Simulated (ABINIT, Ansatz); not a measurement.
# K2TaNbO6 (P4/mmm): changed settings of a GW run in ABINIT, part 2 of 2

What do changed inputs do to GW on K2TaNbO6 (P4/mmm)?

ABINIT 10.8.3; LDA and many-body steps on it, plane waves. Known limits of the many-body steps: not at the basis limit; no spin-orbit coupling; coarse k mesh.

So far. Step 2 (Screening, 2×2×1 mesh, 128 bands, screening to 114.3 eV): Local fields lower ε∞ by 6 %. On a Γ-centred mesh this coarse the value itself is usually too large, while a short band sum pulls it down. Step 3 (Base): The gap on the mesh goes from 1.32 eV to 2.65 eV, a correction of +1.34 eV.

### Step 4. Scissors in G

Level of this step: G0W0 on LDA, plane waves, norm-conserving pseudopotentials (ABINIT).

Contents of run.abi:

```
acell 3*1.0 Angstrom
rprim 
  4.051501000000 0.000000000000 0.000000000000
  0.000000000000 4.051501000000 0.000000000000
  0.000000000000 0.000000000000 8.099891000000
ntypat 4
znucl 19 73 41 8
natom 10
typat 1 1 2 3 4 4 4 4 4 4
xred 
  0.500000000000 0.500000000000 0.251188000000
  0.500000000000 0.500000000000 0.748812000000
  0.000000000000 0.000000000000 0.000000000000
  0.000000000000 0.000000000000 0.500000000000
  0.000000000000 0.000000000000 0.247978000000
  0.000000000000 0.000000000000 0.752022000000
  0.000000000000 0.500000000000 0.000000000000
  0.500000000000 0.000000000000 0.000000000000
  0.000000000000 0.500000000000 0.500000000000
  0.500000000000 0.000000000000 0.500000000000
pp_dirpath "pseudos"
pseudos "K.upf, Ta.upf, Nb.upf, O.upf"
ecut 37
ngkpt 2 2 1
nshiftk 1
shiftk 0 0 0
kptopt 1
chksymbreak 0
istwfk *1
occopt 1
irdwfk 1
optdriver 4
nband 128
gwcalctyp 0
ecutsigx 37
symsigma 1
nkptgw 3
kptgw 
  0.5000000000 0.5000000000 0.0000000000
  0.0000000000 0.0000000000 0.0000000000
  0.5000000000 0.0000000000 0.0000000000
bdgw 
  38 42
  39 43
  39 42
ecuteps 4.2
irdscr 1
ppmodel 1
mbpt_sciss 1.0 eV
indata_prefix "in"
outdata_prefix "out"
tmpdata_prefix "tmp"
```

Command:

```
OMP_NUM_THREADS=1 mpirun -n 4 abinit run.abi > log
```

Output:

```text
.Version 10.8.3 of ABINIT. v10.8.2 released Aug 2026.

 Symmetries : space group P4/m m m (#123); Bravais tP (primitive tetrag.)
[... echo of the input left out ...]
== DATASET  1 ==================================================================
-   mpi_nproc: 4, omp_nthreads: 1 (-1 if OMP is not activated)

--- !DatasetInfo
iteration_state: {dtset: 1, }
dimensions: {natom: 10, nkpt: 3, mband: 128, nsppol: 1, nspinor: 1, nspden: 1, mpw: 9640, }
cutoff_energies: {ecut:  37.0, pawecutdg:  -1.0, }
electrons: {nelect:   8.00000000E+01, charge:   0.00000000E+00, occopt:   1.00000000E+00, tsmear:   1.00000000E-02, }

 SIGMA: Calculation of the GW corrections

 Based on a program developped by R.W. Godby, V. Olevano, G. Onida, and L. Reining.
 Incorporated in ABINIT by V. Olevano, G.-M. Rignanese, and M. Torrent.
.Using double precision arithmetic ; gwpc =  8

[... cell and pseudopotentials left out ...]
--------------------------------------------------------------------------------

 ==== K-mesh for the wavefunctions ====
 Number of points in the irreducible wedge :     3
[... list of points left out ...]
 Together with 16 symmetry operations and time-reversal symmetry
 yields     4 points in the full Brillouin Zone.

 ==== Q-mesh for screening function ====
 Number of points in the irreducible wedge :     3
[... list of points left out ...]
 Together with 16 symmetry operations and time-reversal symmetry
 yields     4 points in the full Brillouin Zone.

 vcoul_init : cutoff-mode = AUXILIARY_FUNCTION
 q-points for optical limit:   1
     1)      0.000010    0.000020    0.000030
 setmesh: FFT mesh size selected  =    45x   45x   90
          total number of points  =       182250

 Number of electrons calculated from density =   80.0000; Expected =   80.0000
[...]
Perturbative Calculation

--- !SelfEnergy_ee
iteration_state: {dtset: 1, }
kpoint     : [   0.500,    0.500,    0.000, ]
spin       : 1
KS_gap     :    4.084
QP_gap     :    5.739
Delta_QP_KS:    1.655
data: !SigmaeeData |
     Band     E0 <VxcDFT>   SigX SigC(E0)      Z dSigC/dE  Sig(E)    E-E0       E
       38   4.921 -19.856 -25.043   5.565   0.761  -0.314 -19.568   0.289   5.209
       39   4.921 -19.856 -25.043   5.565   0.761  -0.314 -19.568   0.289   5.209
       40   4.980 -19.825 -25.041   5.539   0.765  -0.308 -19.578   0.247   5.227
[...]
--- !SelfEnergy_ee
iteration_state: {dtset: 1, }
kpoint     : [   0.000,    0.000,    0.000, ]
spin       : 1
KS_gap     :    2.020
QP_gap     :    3.622
Delta_QP_KS:    1.601
data: !SigmaeeData |
     Band     E0 <VxcDFT>   SigX SigC(E0)      Z dSigC/dE  Sig(E)    E-E0       E
[...]
--- !SelfEnergy_ee
iteration_state: {dtset: 1, }
kpoint     : [   0.500,    0.000,    0.000, ]
spin       : 1
KS_gap     :    1.783
QP_gap     :    3.278
Delta_QP_KS:    1.495
data: !SigmaeeData |
     Band     E0 <VxcDFT>   SigX SigC(E0)      Z dSigC/dE  Sig(E)    E-E0       E
[...]
41   6.667 -15.714  -9.470  -4.272   0.806  -0.240 -13.930   1.783   8.450
       42   8.789 -18.585 -12.521  -3.961   0.782  -0.279 -16.722   1.863  10.651

 New Fermi energy :        2.434439E-01 Ha ,    6.624447E+00 eV

 === QP Band Gaps ===
  >>>> For spin  1
   Minimum direct gap =   3.2783 [eV], located at k-point      :   0.5000  0.0000  0.0000
   Fundamental gap    =   2.7948 [eV], Top of valence bands at :   0.5000  0.5000  0.0000
                                       Bottom of conduction at :   0.0000  0.0000  0.0000

== END DATASET(S) ==============================================================
================================================================================

 -outvars: echo values of variables after computation  --------
           etotal      0.0000000000E+00
            nband         128
             nkpt           3
          spgroup         123
 [... the other variables as echoed above ...]

 Calculation completed.
```

It took 29 s on 4 MPI ranks of Arm Neoverse N1, shared host; peak memory 1.1 GiB; 1.9 min of CPU time.

This step gave:

| Item | Value |
| --- | --- |
| G0W0 gap on the points computed | 2.795 eV |
| starting gap on the mesh | 1.316 eV |
| k of the valence top | 0.5, 0.5, 0 |
| k of the conduction bottom | 0, 0, 0 |
| Z at the valence top | 0.765 |
| Z at the conduction bottom | 0.804 |
| least direct G0W0 gap on the computed points | 3.278 eV |

### Step 5. More bands than the file holds

Changes to run.abi since step 4:

```diff
@@ -32,3 +32,3 @@
 optdriver 4
-nband 128
+nband 768
 gwcalctyp 0
@@ -48,3 +48,2 @@
 ppmodel 1
-mbpt_sciss 1.0 eV
 indata_prefix "in"
```

Output:

```text
.Version 10.8.3 of ABINIT. v10.8.2 released Aug 2026.

 Symmetries : space group P4/m m m (#123); Bravais tP (primitive tetrag.)
================================================================================
 Values of the parameters that define the memory need of the present run
     intxc =       0    ionmov =       0      iscf =       7    lmnmax =       8
     lnmax =       8     mgfft =      90  mpssoang =       4    mqgrid =    4192
     natom =      10  nloc_mem =       1    nspden =       1   nspinor =       1
    nsppol =       1      nsym =      16    n1xccc =    2501    ntypat =       4
    occopt =       1   xclevel =       1
-    mband =         768        mffmem =           1         mkmem =           1
       mpw =        9640          nfft =      182250          nkpt =           3
================================================================================
  Rough estimation (10% accuracy) of disk space for files :
================================================================================

--------------------------------------------------------------------------------
------------- Echo of variables that govern the present computation ------------
--------------------------------------------------------------------------------
 -outvars: echo values of preprocessed input variables --------
            acell      1.8897261259E+00  1.8897261259E+00  1.8897261259E+00 Bohr

             bdgw          38      42      39      43      39      42
      chksymbreak           0
             ecut      3.70000000E+01 Hartree
          ecuteps      4.20000000E+00 Hartree
         ecutsigx      3.70000000E+01 Hartree
          ecutwfn      3.70000000E+01 Hartree
-          fftalg         312
           irdscr           1
           irdwfk           1

[...]
12 -1012 2 -1 2170                            pspcod,pspxc,lmax,lloc,mmax
     nproj     2     2     2     0
  pspatm : epsatm=    8.21740868
         --- l  ekb(1:nproj) -->
[...]
pspatm: atomic psp has been read  and splines computed

- Ta Generated using ONCVPSP code by D. R. Hamann
- 73.00000  13.00000  180309                  znucl, zion, pspdat
12 -1012 3 -1 1432                            pspcod,pspxc,lmax,lloc,mmax
     nproj     2     2     2     2
  pspatm : epsatm=   21.65286212
         --- l  ekb(1:nproj) -->
[...]
pspatm: atomic psp has been read  and splines computed

- Nb Generated using ONCVPSP code by D. R. Hamann
- 41.00000  13.00000  180309                  znucl, zion, pspdat
12 -1012 2 -1 1640                            pspcod,pspxc,lmax,lloc,mmax
     nproj     2     2     2     0
  pspatm : epsatm=   15.61732872
         --- l  ekb(1:nproj) -->
[...]
pspatm: atomic psp has been read  and splines computed

- O Generated using ONCVPSP code by D. R. Hamann
-  8.00000   6.00000  201201                  znucl, zion, pspdat
12 -1012 2 -1 926                             pspcod,pspxc,lmax,lloc,mmax
     nproj     2     2     1     0
  pspatm : epsatm=    6.27558587
         --- l  ekb(1:nproj) -->
             0    6.026028    0.816167
             1   -4.798959   -1.172522
             2   -1.033686
 pspatm: atomic psp has been read  and splines computed

   7.30868187E+03                                ecore*ucvol(ha*bohr**3)
--------------------------------------------------------------------------------

--- !ERROR
message: |
    Number of bands stored WFK file is less than required.
    WFK mband: 280, self-energy nband: 768

--- !ERROR
message: |
    Number of bands stored WFK file is less than required.
    WFK mband: 280, self-energy nband: 768

--- from the log ---
#9  0xffffffffffffffff in ???
#6  0x44c89c566573 in __libc_start_call_main
#7  0x44c89c566657 in __libc_start_main_impl
#8  0xb5cd34bb206f in ???
#9  0xffffffffffffffff in ???
    Number of bands stored WFK file is less than required.
    WFK mband: 280, self-energy nband: 768
```

It took 7.3 s on 4 MPI ranks; peak memory 0.2 GiB.

The run stopped with an error after 7.3 s.

The program's words: #6  0x44c89c566573 in __libc_start_call_main #7  0x44c89c566657 in __libc_start_main_impl Number of bands stored WFK file is less than required. WFK mband: 280, self-energy nband: 768

The fault put into this input: more bands than the file holds.

### Step 6. Side by side

Times are wall times on 4 MPI ranks of Arm Neoverse N1, shared host, good to a factor of about two. A run's time includes the screening step that it read.

```tsv
run	mesh	bands	screening cutoff (eV)	DFT gap (eV)	gap on the mesh (eV)	direct (eV)	ε∞ used	time
base	2×2×1	128	114.3	1.316	2.652	3.138	12.18	1.8 min
scissors in G	2×2×1	128	114.3	1.316	2.795	3.278	12.18	1.8 min
```

### Step 7. Results

| Item | Value |
| --- | --- |
| base | 2.652 eV |
| scissors in G | 2.795 eV |
| known limits | not at the basis limit; no spin-orbit coupling; coarse k mesh |

**Reading.** Scissors in G: +0.143 eV against base (keys changed: mbpt_sciss). Bands and cutoff are finite, so the gap is not at the basis limit. The miss can reach some tenths of an eV and take either sign; the mesh is an error of its own. The 2×2×1 mesh is coarse for this cell, which bears on the long-range parts of exchange and screening. The many-body steps are scalar-relativistic: spin-orbit coupling is not in them.

[Paths, hosts, dates, memory and timing lines, banners, echoed tables and standing remarks are left out of the program output.]

[Logs are printed without paths, hosts, clocks, repeated set-up lines and the standing remarks that a program may print on its own settings, such as how far it seeks lower states.]

[Runs of the session that timed out or met a known fault of the program may be left out.]

[Hosts, paths, dates, database ids (printed as entryN), source tags and the programs' standing remarks are cut or masked in the printed files.]

[G0W0 gaps are taken among the corrected bands and points alone; a level outside them can change the order at an edge.]

[Where Ansatz stands beside ABINIT at settings called matched, ABINIT's density can come from a denser mesh and the files from another edition; pairs whose starting gaps differed by over 0.03 eV were left out, so agreement reads better than it is.]
